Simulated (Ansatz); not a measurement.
## SrLiBr3 (built on the sites of a database entry of BaLiF3): following an unstable mode

Which phase does SrLiBr3 (built on the sites of a database entry of BaLiF3) fall into along its unstable mode, and how much energy does it gain?

Main program and level: Ansatz 0.2.0; DFT LDA, scalar-relativistic, plane waves, norm-conserving pseudopotentials.

This is a report of a sequence of runs, with most program output left out.

The structure was built from a prototype and need not be the compound's stable phase.

## 1. Starting point

The structure is cubic, space group Pm-3m (No. 221). The conventional cell has a = 4.937 Å, b = 4.937 Å, c = 4.937 Å, α = 90.00°, β = 90.00°, γ = 90.00°. Sr has 12 Br at 3.49 Å nearest. Li has 6 Br at 2.47 Å nearest. Br has 2 Li at 2.47 Å and 4 Sr at 3.49 Å nearest. Farther neighbours and most contacts between anions are not listed.

Structure file:

```cif
data_structure
_symmetry_space_group_name_H-M 'P 1'
_symmetry_Int_Tables_number 1
_cell_length_a 4.9372
_cell_length_b 4.9372
_cell_length_c 4.9372
_cell_angle_alpha 90.000
_cell_angle_beta 90.000
_cell_angle_gamma 90.000
_cell_volume 120.35
loop_
_atom_site_label
_atom_site_type_symbol
_atom_site_fract_x
_atom_site_fract_y
_atom_site_fract_z
_atom_site_occupancy
Sr1 Sr 0.00000 0.00000 0.00000 1
Li2 Li 0.50000 0.50000 0.50000 1
Br3 Br 0.00000 0.50000 0.50000 1
Br4 Br 0.50000 0.50000 0.00000 1
Br5 Br 0.50000 0.00000 0.50000 1
```

## 2. Response at finite wavevector

The cell comes from relaxations at this level that are not shown. Stability and thermal properties need the whole zone. Linear response on a 2×2×2 q mesh gives force constants as far as a supercell of that size would, and the tensors from the zone-centre run are typed in so that the long-range dipole term is interpolated apart.

File input.yaml:

```yaml
crystal:
  lattice:
    - [4.9372379283, 0.0, 0.0]
    - [0.0, 4.9372379283, 0.0]
    - [0.0, 0.0, 4.9372379283]
  atoms:
    - { symbol: Sr, position: [0.0, 0.0, 0.0] }
    - { symbol: Li, position: [0.5, 0.5, 0.5] }
    - { symbol: Br, position: [0.0, 0.5, 0.5] }
    - { symbol: Br, position: [0.5, 0.5, 0.0] }
    - { symbol: Br, position: [0.5, 0.0, 0.5] }
kpoints:
  mp_grid: { grid: [4, 4, 4] }
hamiltonian:
  xc: lda
  pseudopotentials: { kind: nc }
scf:
  occupations: { method: fixed }
output:
  eigenvalues: true
phonons:
  method: dfpt
  qmesh: [2, 2, 2]
  temperatures: { t_max: 1000, t_step: 50 }
  qpath:
    path:
      - [[0.0, 0.0, 0.0], [0.0, 0.5, 0.0], [0.5, 0.5, 0.0], [0.0, 0.0, 0.0], [0.5, 0.5, 0.5], [0.0, 0.5, 0.0]]
      - [[0.5, 0.5, 0.5], [0.5, 0.5, 0.0]]
    npoints: 10
  non_analytic_term:
    high_frequency_dielectric_tensor: [[4.1627, 0.0, 0.0], [0.0, 4.1627, 0.0], [0.0, 0.0, 4.1627]]
    born_effective_charges:
      - { species: Sr, tensor: [[2.9488, 0.0, 0.0], [0.0, 2.9488, 0.0], [0.0, 0.0, 2.9488]] }
      - { species: Li, tensor: [[1.13, 0.0, 0.0], [0.0, 1.13, 0.0], [0.0, 0.0, 1.13]] }
      - { species: Br, tensor: [[-1.2182, 0.0, 0.0], [0.0, -1.4303, 0.0], [0.0, 0.0, -1.4303]] }
      - { species: Br, tensor: [[-1.4303, 0.0, 0.0], [0.0, -1.4303, 0.0], [0.0, 0.0, -1.2182]] }
      - { species: Br, tensor: [[-1.4303, 0.0, 0.0], [0.0, -1.2182, 0.0], [0.0, 0.0, -1.4303]] }
    source: "zone-centre run at this cell"
```

The run is started by

```console
> ansatz run input.yaml --threads 8 --pin off --max-ram 14336MiB --backend cpu --events-out ev --progress --plain --runs-dir out
```

It took 52 s on 8 threads of Intel Xeon Platinum 8488C (Sapphire Rapids), shared host; peak memory 1.4 GiB.

A gap read on the k-mesh alone can miss the band edges.

Numbers from this step:

```
gap on the k-mesh                                       : 2.683 eV
volume per atom                                         : 24.07 Å³
sum-rule residual before enforcement                    : 7.86e-5 eV/Å²
lowest frequency on the path                            : -84.89 cm⁻¹
point group                                             : m-3m
highest frequency on the path or at a solved wavevector : 380.0 cm⁻¹
highest optical mode at the zone centre (no LO-TO term) : 346.6 cm⁻¹
lowest optical zone-centre mode                         : -58.4 cm⁻¹
lowest mode on the q mesh (acoustic modes at Γ apart)   : -84.89 cm⁻¹
```

Frequencies (cm⁻¹) solved at each irreducible wavevector; negative means imaginary. Frequencies by wavevector, by row:

```csv
q in reciprocal lattice units,star,mode 1,mode 2,mode 3,mode 4,mode 13,mode 14,mode 15
0 0 0,1,-58.4,-58.4,-58.4,0,346.6,346.6,346.6
0 0 -0.5,3,-48,-48,18.6,18.6,348.5,348.5,366
0 -0.5 -0.5,3,-82,-39,-39,-34.6,350.7,372.3,372.3
-0.5 -0.5 -0.5,1,-84.9,-84.9,-84.9,-46.2,380,380,380
```

Interpolated from a 2×2×2 q mesh, with the LO-TO term (at Γ the limit along the path; where Γ stands inside the path, tables give the limit on arrival). Phonon branches along the path, in cm⁻¹:

```csv
point,branch 1,branch 2,branch 3,branch 4,branch 12,branch 13,branch 14,branch 15
Γ,-58,-58,0,0,133,347,347,376
halfway,-54,-54,18,18,141,348,348,371
X,-48,-48,19,19,161,348,348,366
halfway,-62,-42,-37,22,163,350,361,369
M,-82,-39,-39,-35,174,351,372,372
halfway,-52,-48,-27,28,149,349,354,371
Γ,-58,-58,0,0,133,347,347,376
halfway,-51,-51,-46,-21,157,357,357,371
R,-85,-85,-85,-46,188,380,380,380
halfway,-63,-61,-44,-42,169,361,366,372
X,-48,-48,19,19,161,348,348,366
jump to R,-85,-85,-85,-46,188,380,380,380
halfway,-84,-62,-62,-41,179,365,376,376
M,-82,-39,-39,-35,174,351,372,372
```

Symmetry leaves 4 wavevectors to solve. The lowest mode among them, the acoustic zeros apart, lies at q = (-0.5, -0.5, -0.5) and is imaginary, 84.9i cm⁻¹, so the energy falls along it.

## 3. The mode frozen in, largest atomic shift 0 Å

The mode followed lies at q = (-0.5, -0.5, -0.5) with frequency 84.9i cm⁻¹ and is 3-fold degenerate, the softest among the wavevectors solved. At small amplitude the distorted cell has space group no. 74 by a symmetry search on the positions. The undistorted cell that holds it gives the zero of energy on the same k mesh.

System of this step: SrLiBr3 (built on the sites of a database entry of BaLiF3). Symmetry: Pm-3m, No. 221, cubic system. Conventional cell: a = 4.937 Å, b = 4.937 Å, c = 4.937 Å, α = 90.00°, β = 90.00°, γ = 90.00°. Nearest to Sr lie 12 Br at 3.49 Å. Nearest to Li lie 6 Br at 2.47 Å. Br has 2 Li at 2.47 Å and 4 Sr at 3.49 Å nearest. Farther neighbours and most contacts between anions are not listed.

File input.yaml:

```yaml
crystal:
  lattice:
    - [4.9372379283, 4.9372379283, 0.0]
    - [4.9372379283, 0.0, 4.9372379283]
    - [4.9372379283, 0.0, -4.9372379283]
  atoms:
    - { symbol: Sr, position: [0.0, 0.0, 0.0] }
    - { symbol: Sr, position: [0.0, 0.5, 0.5] }
    - { symbol: Li, position: [0.5, 0.25, 0.75] }
    - { symbol: Li, position: [0.5, 0.75, 0.25] }
    - { symbol: Br, position: [0.5, 0.0, 0.5] }
    - { symbol: Br, position: [0.5, 0.5, 0.0] }
    - { symbol: Br, position: [0.5, 0.0, 0.0] }
    - { symbol: Br, position: [0.5, 0.5, 0.5] }
    - { symbol: Br, position: [0.0, 0.5, 0.0] }
    - { symbol: Br, position: [0.0, 0.0, 0.5] }
kpoints:
  mp_grid: { grid: [4, 4, 4] }
hamiltonian:
  xc: lda
  pseudopotentials: { kind: nc }
scf:
  occupations: { method: gaussian, width: 0.02 }
output:
  forces: true
  stress: true
  eigenvalues: true
```

Run time: 1.9 s. Hardware: 8 threads; peak memory 1.7 GiB.

This step gave:

| Item | Value |
| --- | --- |
| pressure | -0.001265 GPa |
| energy from the undistorted cell | 0 meV/atom |

At this level the gap is 2.68 eV on the k-mesh of the self-consistent run, which can miss the band edges.

## 4. The mode frozen in, largest atomic shift 0.6 Å

The atoms are moved along the unstable eigenvector, the largest shift by 0.6 Å, with the cell fixed.

input.yaml, the sections that differ from step 3:

```yaml
crystal:
  lattice:
    - [4.9372379283, 4.9372379283, 0.0]
    - [4.9372379283, 0.0, 4.9372379283]
    - [4.9372379283, 0.0, -4.9372379283]
  atoms:
    - { symbol: Sr, position: [0.0, 0.0, 0.0] }
    - { symbol: Sr, position: [0.0, 0.5, 0.5] }
    - { symbol: Li, position: [0.5, 0.25, 0.75] }
    - { symbol: Li, position: [0.5, 0.75, 0.25] }
    - { symbol: Br, position: [0.5, 0.0429657305, 0.4570342695] }
    - { symbol: Br, position: [0.5, 0.4570342695, 0.0429657305] }
    - { symbol: Br, position: [0.585931461, -0.085931461, -0.085931461] }
    - { symbol: Br, position: [0.414068539, 0.585931461, 0.585931461] }
    - { symbol: Br, position: [0.0, 0.4570342695, 0.0429657305] }
    - { symbol: Br, position: [0.0, 0.0429657305, 0.4570342695] }
# kpoints, hamiltonian, scf, output: as in step 3
```

Wall time 4.4 s (8 threads); peak memory 2.1 GiB; 33 s of CPU time.

Numbers from this step:

* pressure: 0.6931 GPa
* gap on the k-mesh: 3.353 eV
* energy from the undistorted cell: -87.07 meV/atom

The energy, extrapolated to zero smearing, is -87.07 meV/atom against the undistorted cell.

The run ends at a pressure of 0.69 GPa, with forces up to 0.57 eV/Å.

## 5. Energy along the mode, all amplitudes (two of the runs are shown above)

An imaginary frequency means negative curvature, so the energy should fall and then rise again as anharmonic terms take over.

This step gave:

- depth at the lowest point sampled: 87.07 meV/atom
- largest atomic shift at that point: 0.6 Å

Table of energy from the parent by largest atomic shift:

```csv
largest atomic shift (Å),energy from the parent (meV/atom)
0.000,0
0.040,-0.676
0.080,-2.68
0.140,-8.06
0.220,-19.1
0.320,-37.2
0.450,-63.4
0.600,-87.1
```

Displacement at unit largest shift by atom:

```csv
atom,x (Å),y (Å),z (Å),size
Sr1,0.000,0.000,0.000,0.000
Sr2,0.000,0.000,0.000,0.000
Li3,0.000,0.000,0.000,0.000
Li4,0.000,0.000,0.000,0.000
Br5,0.000,0.000,0.707,0.707
Br6,0.000,0.000,-0.707,0.707
Br7,-0.707,0.707,0.000,1.000
Br8,0.707,-0.707,0.000,1.000
Br9,0.000,0.000,-0.707,0.707
Br10,0.000,0.000,0.707,0.707
```

The lowest of the steps tried is the last one, at 0.6 Å, 87.1 meV/atom below the parent; the bottom of the well need not coincide with a step.

## 6. Relaxing from the distorted cell

Starting from the lowest point found, all atoms and the cell are let go, so that strain and other modes of the same symmetry can join in.

input.yaml: that of step 4 with these lines changed.

```diff
@@ -22,3 +22,3 @@
 scf:
-  occupations: { method: gaussian, width: 0.02 }
+  occupations: { method: fixed }
 output:
@@ -27 +27,6 @@
   eigenvalues: true
+relax:
+  adjacent_minimum: "off"
+  f_tol: 0.002
+  max_steps: 120
+  cell: { stress_tol: 0.03 }
```

Run time: 38 s. Hardware: 8 threads; peak memory 2.2 GiB.

The steps of the relaxation:

```csv
step,energy less that of the first step (eV),largest force component (eV/Å),pressure (GPa),volume (Å³)
1,0.0000,0.4042,0.69,240.70
2,-0.2948,0.0873,0.02,251.86
3,-0.2882,0.1290,-0.02,254.31
4,-0.3216,0.0230,0.00,253.33
5,-0.3266,0.0166,-0.02,254.13
6,-0.3276,0.0094,0.07,254.29
7,-0.3277,0.0010,0.00,254.79
8*,-0.3285,0.0010,0.01,254.79
```

Relaxation steps marked * repeat the geometry before them on a plane-wave basis chosen anew for their cell, so energy and pressure can jump there. Relaxation step 3 was tried and not accepted.

Forces are held to the 8 operations that the run works with; a distortion that breaks them can't arise in this run.

```csv
"conventional cell, symmetrised",before,after,change
a (Å),6.982,7.048,+0.9 %
b (Å),9.874,10.248,+3.8 %
c (Å),6.982,7.055,+1.0 %
volume (Å³/atom),24.07,25.48,+5.9 %
```

The atoms that moved most (Å, as changes of fractional coordinates times the final cell):

```csv
atom,dx,dy,dz,length
Sr1,0.168,-0.168,0.000,0.238
Sr2,-0.168,0.168,0.000,0.238
Br8,0.149,-0.149,0.000,0.211
Br7,-0.149,0.149,0.000,0.211
Br5,0.000,0.000,0.184,0.184
Br6,0.000,0.000,-0.184,0.184
Br9,0.000,0.000,-0.184,0.184
Br10,0.000,0.000,0.184,0.184
```

Final coordinates:

```xyz
10
Lattice="4.9838 4.9838 0.0000 4.9861 -0.0023 5.1242 4.9861 -0.0023 -5.1242" Properties=species:S:1:pos:R:3 pbc="T T T"
Sr    0.1680   -0.1680    0.0000
Sr    4.8181    0.1657    0.0000
Li    7.4780    2.4896   -2.5621
Li    7.4780    2.4896    2.5621
Br    4.9849    2.4908   -1.9373
Br    4.9849    2.4908    1.9373
Br    1.9138    3.0700    0.0000
Br    8.0560    1.9116    0.0000
Br    2.4930   -0.0011    1.9373
Br    2.4930   -0.0011   -1.9373
```

Numbers from this step:

```yaml
pressure: 0.008672 GPa
gap_on_the_k_mesh: 3.711 eV
volume_per_atom: 25.48 Å³
```

The distorted start has space group Imma; the relaxation ends in Imma.

## 7. Summary of results

| Quantity | Value |
| --- | --- |
| unstable mode of the parent | q = (-0.5, -0.5, -0.5), 85i cm⁻¹ |
| depth at the lowest point sampled | 87.1 meV/atom |
| largest atomic shift at that point | 0.6 Å |
| space group reached (within 0.01 Å) | Imma |
| energy gained over the parent (first relaxation, on the mesh of the frozen mode) | 120 meV/atom |
| volume per atom, phase reached | 25.5 Å³ |
| gap on the k-mesh, phase reached | 3.71 eV |

**Reading.** Along this mode the structure falls into Imma, 120 meV/atom below the parent. At the parent's cell the well is 87.07 meV/atom deep on the steps tried, with its lowest point at a shift of 0.6 Å. That is the last step tried, so the steps alone don't bracket the bottom of the well. Relaxing atoms and cell changes the gain by +32.85 meV/atom against the lowest step (energies at zero smearing). The modes of the phase reached were not computed on this path. Of the 4 patterns followed to their end from this parent, this one reaches the lowest energy. Each path keeps the symmetry of its pattern, so a lower phase may lie along a pattern not tried. The starting cell was built on a prototype and not taken from a measurement, so the phase need not exist.

[Logs are printed without paths, hosts, clocks, repeated set-up lines and the standing remarks that a program may print on its own settings, such as how far it seeks lower states.]

[Hosts, paths, dates, database ids (printed as entryN), source tags and the programs' standing remarks are cut or masked in the printed files.]
